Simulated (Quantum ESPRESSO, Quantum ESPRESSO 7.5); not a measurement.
# H on hollow sites of Ta(110), stepped through the coverage

Wanted: a table for H on hollow sites of Ta(110) against the coverage, and what can be fitted to it.

Calculated with Quantum ESPRESSO 7.5; plane-wave DFT, PBE, GBRV ultrasoft pseudopotentials.

## Step 1: Set-up

It takes space group Im-3m (No. 229, cubic). The conventional cell has a = 3.310 Å, b = 3.310 Å, c = 3.310 Å, α = 90.00°, β = 90.00°, γ = 90.00°. Nearest to Ta lie 8 Ta at 2.87 Å.

Set-up: Slabs of 3 layers, covered on the upper face; adsorbates and the top layer relax in a periodic cell, the rest is held (the clean slab relaxes both outer layers); a run under open boundaries (ESM, bc1) gives both vacuum levels. Cells of one to 9 surface sites carry the coverages, on meshes of like density; cold smearing of 0.02 Ry. The slabs take the lattice constants of the bulk relaxed by the same program.

Members 0.1667, 0.25, 0.3333, 0.5 and 0.6667 took the same steps and show in the table alone.

## Step 2: Variable-cell relaxation of the reference

The bulk crystal is relaxed in cell and atoms; the members are built on its lattice constants.

Input file ref.vc.in:

```
&control
  prefix = 'ref.vc'
  outdir = './out'
  pseudo_dir = './pseudo'
  nstep = 40
  forc_conv_thr = 0.0003
  calculation = 'vc-relax'
/
&system
  ibrav = 0
  nat = 1
  ntyp = 1
  ecutwfc = 50
  ecutrho = 250
  occupations = 'smearing'
  smearing = 'mv'
  degauss = 0.02
/
&electrons
  conv_thr = 1e-09
  mixing_beta = 0.4
  electron_maxstep = 120
/
&ions
/
&cell
  press_conv_thr = 0.3
/
ATOMIC_SPECIES
  Ta  180.9479  ta_pbe_v1.uspp.F.UPF
CELL_PARAMETERS angstrom
  -1.65500000000000 1.65500000000000 1.65500000000000
  1.65500000000000 -1.65500000000000 1.65500000000000
  1.65500000000000 1.65500000000000 -1.65500000000000
ATOMIC_POSITIONS crystal
  Ta  0.000000000000 0.000000000000 0.000000000000
K_POINTS automatic
  17 17 17 0 0 0
```

Command:

```bash
$ OMP_NUM_THREADS=1 mpirun -n 16 pw.x -nk 16 -in ref.vc.in > ref.vc.out
```

The program printed:

```text
Program PWSCF v.7.5 starts
[citation notice left out]

     Parallel version (MPI & OpenMP), running on      16 processor cores
     Number of MPI processes:                16
     Threads/MPI process:                     1

     MPI processes distributed on     1 nodes
[...]
Current dimensions of program PWSCF are:
     Max number of different atomic species (ntypx) = 10
     Max number of k-points (npk) =  40000
     Max angular momentum in pseudopotentials (lmaxx) =  4
     Message from routine setup:
     using ibrav=0 with symmetry is DISCOURAGED, use correct ibrav instead

     K-points division:     npool     =      16
     Subspace diagonalization in iterative solution of the eigenvalue problem:
     a serial algorithm will be used

     G-vector sticks info
     --------------------
     sticks:   dense  smooth     PW     G-vecs:    dense   smooth      PW
     Sum         553     449    151                 8151     5895    1157

     Using Slab Decomposition

     bravais-lattice index     =            0
     lattice parameter (alat)  =       5.4170  a.u.
     unit-cell volume          =     122.3631 (a.u.)^3
     number of atoms/cell      =            1
     number of atomic types    =            1
     number of electrons       =        13.00
     number of Kohn-Sham states=           11
     kinetic-energy cutoff     =      50.0000  Ry
     charge density cutoff     =     250.0000  Ry
     scf convergence threshold =      1.0E-09
     mixing beta               =       0.4000
     number of iterations used =            8  plain     mixing
     energy convergence thresh.=      1.0E-04
     force convergence thresh. =      3.0E-04
     press convergence thresh. =      3.0E-01
     Exchange-correlation= SLA  PW   PBE  PBE
                           (   1   4   3   4   0   0   0)
     nstep                     =           40

     celldm(1)=   5.416983  celldm(2)=   0.000000  celldm(3)=   0.000000
     celldm(4)=   0.000000  celldm(5)=   0.000000  celldm(6)=   0.000000

     crystal axes: (cart. coord. in units of alat)
               a(1) = (  -0.577350   0.577350   0.577350 )
               a(2) = (   0.577350  -0.577350   0.577350 )
               a(3) = (   0.577350   0.577350  -0.577350 )

     reciprocal axes: (cart. coord. in units 2 pi/alat)
               b(1) = ( -0.000000  0.866025  0.866025 )
               b(2) = (  0.866025 -0.000000  0.866025 )
               b(3) = (  0.866025  0.866025  0.000000 )

     PseudoPot. # 1 for Ta read from file:
     ./pseudo/ta_pbe_v1.uspp.F.UPF
     Pseudo is Ultrasoft + core correction, Zval = 13.0
     Generated by new atomic code, or converted to UPF format
     Using radial grid of  921 points,  7 beta functions with:
                l(1) =   0
                l(2) =   0
                l(3) =   1
                l(4) =   1
                l(5) =   2
                l(6) =   2
                l(7) =   3
     Q(r) pseudized with  6 coefficients,  rinner =    1.300   1.300   1.300
                                                       1.300   1.300   1.300
                                                       1.300

     atomic species   valence    mass     pseudopotential
     Ta               13.00   180.94790     Ta( 1.00)

     48 Sym. Ops., with inversion, found

   Cartesian axes

     site n.     atom                  positions (alat units)
         1        Ta     tau(   1) = (   0.0000000   0.0000000   0.0000000  )

     number of k points=   165  Marzari-Vanderbilt smearing, width (Ry)=  0.0200

     Number of k-points >= 100: set verbosity='high' to print them.

     Dense  grid:     8151 G-vectors     FFT dimensions: (  27,  27,  27)

     Smooth grid:     5895 G-vectors     FFT dimensions: (  25,  25,  25)

     Estimated max dynamical RAM per process >      14.22 MB

     Estimated total dynamical RAM >     197.62 MB

     Initial potential from superposition of free atoms

     starting charge      12.9989, renormalised to      13.0000

     negative rho (up, down):  9.626E-02 0.000E+00
     Starting wfcs are   13 randomized atomic wfcs

     total cpu time spent up to now is        0.5 secs

     per-process dynamical memory:    16.0 Mb

     Self-consistent Calculation

     iteration #  1     ecut=    50.00 Ry     beta= 0.40
     Davidson diagonalization with overlap
     ethr =  1.00E-02,  avg # of iterations =  2.8

     Threshold (ethr) on eigenvalues was too large:
     Diagonalizing with lowered threshold

     Davidson diagonalization with overlap
     ethr =  1.69E-04,  avg # of iterations =  2.2

     negative rho (up, down):  9.851E-02 0.000E+00

     total cpu time spent up to now is        0.8 secs

     total energy              =    -141.88144164 Ry
     estimated scf accuracy    <       0.02423095 Ry

     iteration #  2     ecut=    50.00 Ry     beta= 0.40
[...]
negative rho (up, down):  1.010E-01 0.000E+00

[...]
total energy              =    -141.88127181 Ry
     estimated scf accuracy    <       0.00416008 Ry

     iteration #  3     ecut=    50.00 Ry     beta= 0.40
[...]
negative rho (up, down):  1.025E-01 0.000E+00

[...]
total energy              =    -141.88190327 Ry
     estimated scf accuracy    <       0.00019564 Ry

     iteration #  4     ecut=    50.00 Ry     beta= 0.40
[...]
negative rho (up, down):  1.024E-01 0.000E+00

[...]
total energy              =    -141.88191329 Ry
     estimated scf accuracy    <       0.00001933 Ry

     iteration #  5     ecut=    50.00 Ry     beta= 0.40
[...]
negative rho (up, down):  1.024E-01 0.000E+00

[...]
total energy              =    -141.88191541 Ry
     estimated scf accuracy    <       0.00000066 Ry

     iteration #  6     ecut=    50.00 Ry     beta= 0.40
[...]
negative rho (up, down):  1.024E-01 0.000E+00

[...]
total energy              =    -141.88191561 Ry
     estimated scf accuracy    <          6.4E-09 Ry

     iteration #  7     ecut=    50.00 Ry     beta= 0.40
[...]
negative rho (up, down):  1.024E-01 0.000E+00

[...]
total energy              =    -141.88191560 Ry
     estimated scf accuracy    <          8.1E-09 Ry

     iteration #  8     ecut=    50.00 Ry     beta= 0.40
[...]
negative rho (up, down):  1.024E-01 0.000E+00

[...]
Number of k-points >= 100: set verbosity='high' to print the bands.

     the Fermi energy is    18.3476 ev

!    total energy              =    -141.88194644 Ry
     estimated scf accuracy    <          1.6E-13 Ry
     smearing contrib. (-TS)   =       0.00066156 Ry
     internal energy E=F+TS    =    -141.88260800 Ry

     The total energy is F=E-TS. E is the sum of the following terms:
     one-electron contribution =     -15.77813467 Ry
     hartree contribution      =      14.27880713 Ry
     xc contribution           =     -42.25455697 Ry
     ewald contribution        =     -98.12872349 Ry

     convergence has been achieved in   4 iterations

     negative rho (up, down):  1.023E-01 0.000E+00

     Forces acting on atoms (cartesian axes, Ry/au):

     atom    1 type  1   force =     0.00000000    0.00000000    0.00000000

     Total force =     0.000000     Total SCF correction =     0.000000

     Computing stress (Cartesian axis) and pressure

     negative rho (up, down):  1.023E-01 0.000E+00
          total   stress  (Ry/bohr**3)                   (kbar)     P=       -0.00
  -0.00000001   0.00000000   0.00000000           -0.00        0.00        0.00
   0.00000000  -0.00000001   0.00000000            0.00       -0.00        0.00
   0.00000000   0.00000000  -0.00000001            0.00        0.00       -0.00

     Energy error            =      4.9E-08 Ry
     Gradient error          =      0.0E+00 Ry/Bohr
     Cell gradient error     =      1.4E-03 kbar

     bfgs converged in   3 scf cycles and   2 bfgs steps
     (criteria: energy <  1.0E-04 Ry, force <  3.0E-04 Ry/Bohr, cell <  3.0E-01 kbar)

     End of BFGS Geometry Optimization

     Final enthalpy           =    -141.8819464446 Ry

     File ./out/ref.vc.bfgs deleted, as requested
Begin final coordinates
     new unit-cell volume =    123.10379 a.u.^3 (    18.24210 Ang^3 )
     density =     16.47130 g/cm^3

CELL_PARAMETERS (angstrom)
  -1.658332485   1.658332485   1.658332485
   1.658332485  -1.658332485   1.658332485
   1.658332485   1.658332485  -1.658332485

ATOMIC_POSITIONS (crystal)
Ta               0.0000000000        0.0000000000        0.0000000000
End final coordinates

[...]
Final scf calculation at the relaxed structure.
     The G-vectors are recalculated for the final unit cell
     Results may differ from those at the preceding step.

     G-vector sticks info
     --------------------
     sticks:   dense  smooth     PW     G-vecs:    dense   smooth      PW
     Sum         553     449    151                 8247     5895    1157

     Using Slab Decomposition

     bravais-lattice index     =            0
     lattice parameter (alat)  =       5.4170  a.u.
     unit-cell volume          =     123.1038 (a.u.)^3
     number of atoms/cell      =            1
     number of atomic types    =            1
     number of electrons       =        13.00
     number of Kohn-Sham states=           11
     kinetic-energy cutoff     =      50.0000  Ry
     charge density cutoff     =     250.0000  Ry
     scf convergence threshold =      1.0E-11
     mixing beta               =       0.4000
     number of iterations used =            8  plain     mixing
     press convergence thresh. =      3.0E-01
     Exchange-correlation= SLA  PW   PBE  PBE
                           (   1   4   3   4   0   0   0)

     celldm(1)=   5.416983  celldm(2)=   0.000000  celldm(3)=   0.000000
     celldm(4)=   0.000000  celldm(5)=   0.000000  celldm(6)=   0.000000

     crystal axes: (cart. coord. in units of alat)
               a(1) = (  -0.578513   0.578513   0.578513 )
               a(2) = (   0.578513  -0.578513   0.578513 )
               a(3) = (   0.578513   0.578513  -0.578513 )

     reciprocal axes: (cart. coord. in units 2 pi/alat)
               b(1) = (  0.000000  0.864285  0.864285 )
               b(2) = (  0.864285  0.000000  0.864285 )
               b(3) = (  0.864285  0.864285  0.000000 )

     PseudoPot. # 1 for Ta read from file:
     ./pseudo/ta_pbe_v1.uspp.F.UPF
     Pseudo is Ultrasoft + core correction, Zval = 13.0
     Generated by new atomic code, or converted to UPF format
     Using radial grid of  921 points,  7 beta functions with:
                l(1) =   0
                l(2) =   0
                l(3) =   1
                l(4) =   1
                l(5) =   2
                l(6) =   2
                l(7) =   3
     Q(r) pseudized with  6 coefficients,  rinner =    1.300   1.300   1.300
                                                       1.300   1.300   1.300
                                                       1.300

     atomic species   valence    mass     pseudopotential
     Ta               13.00   180.94790     Ta( 1.00)

     48 Sym. Ops., with inversion, found

   Cartesian axes

     site n.     atom                  positions (alat units)
         1        Ta     tau(   1) = (   0.0000000   0.0000000   0.0000000  )

     number of k points=   165  Marzari-Vanderbilt smearing, width (Ry)=  0.0200

     Number of k-points >= 100: set verbosity='high' to print them.

     Dense  grid:     8247 G-vectors     FFT dimensions: (  27,  27,  27)

     Smooth grid:     5895 G-vectors     FFT dimensions: (  25,  25,  25)

     Estimated max dynamical RAM per process >      14.36 MB

     Estimated total dynamical RAM >     199.61 MB

     Initial potential from superposition of free atoms

     starting charge      12.9989, renormalised to      13.0000

     negative rho (up, down):  9.615E-02 0.000E+00
     Starting wfcs are   13 randomized atomic wfcs

     total cpu time spent up to now is        3.1 secs

     per-process dynamical memory:    21.2 Mb

     Self-consistent Calculation

     iteration #  1     ecut=    50.00 Ry     beta= 0.40
     Davidson diagonalization with overlap
     ethr =  1.00E-06,  avg # of iterations =  9.8

     negative rho (up, down):  9.840E-02 0.000E+00

     total cpu time spent up to now is        3.3 secs

     total energy              =    -141.88126582 Ry
     estimated scf accuracy    <       0.02508115 Ry

[...]
iteration # 11     ecut=    50.00 Ry     beta= 0.40
[...]
negative rho (up, down):  1.023E-01 0.000E+00

[...]
End of self-consistent calculation

     Number of k-points >= 100: set verbosity='high' to print the bands.

     the Fermi energy is    18.3476 ev

!    total energy              =    -141.88196251 Ry
     estimated scf accuracy    <          3.1E-14 Ry
     smearing contrib. (-TS)   =       0.00066156 Ry
     internal energy E=F+TS    =    -141.88262407 Ry

     The total energy is F=E-TS. E is the sum of the following terms:
     one-electron contribution =     -15.77818986 Ry
     hartree contribution      =      14.27884537 Ry
     xc contribution           =     -42.25455610 Ry
     ewald contribution        =     -98.12872349 Ry

     convergence has been achieved in  11 iterations

     negative rho (up, down):  1.023E-01 0.000E+00

     Forces acting on atoms (cartesian axes, Ry/au):

     atom    1 type  1   force =     0.00000000    0.00000000    0.00000000

     Total force =     0.000000     Total SCF correction =     0.000000

     Computing stress (Cartesian axis) and pressure

     negative rho (up, down):  1.023E-01 0.000E+00
          total   stress  (Ry/bohr**3)                   (kbar)     P=        0.19
   0.00000126   0.00000000   0.00000000            0.19        0.00        0.00
   0.00000000   0.00000126  -0.00000000            0.00        0.19       -0.00
  -0.00000000   0.00000000   0.00000126           -0.00        0.00        0.19

[...]
=------------------------------------------------------------------------------=
   JOB DONE.
=------------------------------------------------------------------------------=
```

Run time: 5.2 s. Hardware: 16 MPI ranks of Arm Neoverse V2, shared host; peak memory 0.83 GiB; 80 s of CPU time.

The steps of the relaxation:

```tsv
step	energy less that of the first step (eV)	largest force (eV/Å)	volume (Å³)
1	0.0000	0.0000	18.13
2	-0.0004	0.0000	18.25
3	-0.0004	0.0000	18.24
4	-0.0006	0.0000	18.24
```

```tsv
conventional cell, symmetrised	before	after	change
a (Å)	3.310	3.317	+0.2 %
b (Å)	3.310	3.317	+0.2 %
c (Å)	3.310	3.317	+0.2 %
volume (Å³/atom)	18.13	18.24	+0.6 %
```

Final coordinates:

```xyz
1
Lattice="-1.6583 1.6583 1.6583 1.6583 -1.6583 1.6583 1.6583 1.6583 -1.6583" Properties=species:S:1:pos:R:3 pbc="T T T"
Ta    0.0000    0.0000    0.0000
```

 The last row is no step: it is a fresh SCF in the final cell with a new plane-wave basis, -0 meV from the row before.

Read from the output:

* free energy: -1930.4024 eV
* Fermi energy: 18.35 eV

(Continued in part 2 of 10.)

[Logs are printed without paths, hosts, clocks, repeated set-up lines and the standing remarks that a program may print on its own settings, such as how far it seeks lower states.]

[Hosts, paths, dates, database ids (printed as entryN), source tags and the programs' standing remarks are cut or masked in the printed files.]

[Maps of the electrostatic potential energy from Ansatz leave out the sawtooth potential of an applied field or a dipole correction, so their vacuum need not be flat; planar profiles and work functions include it.]
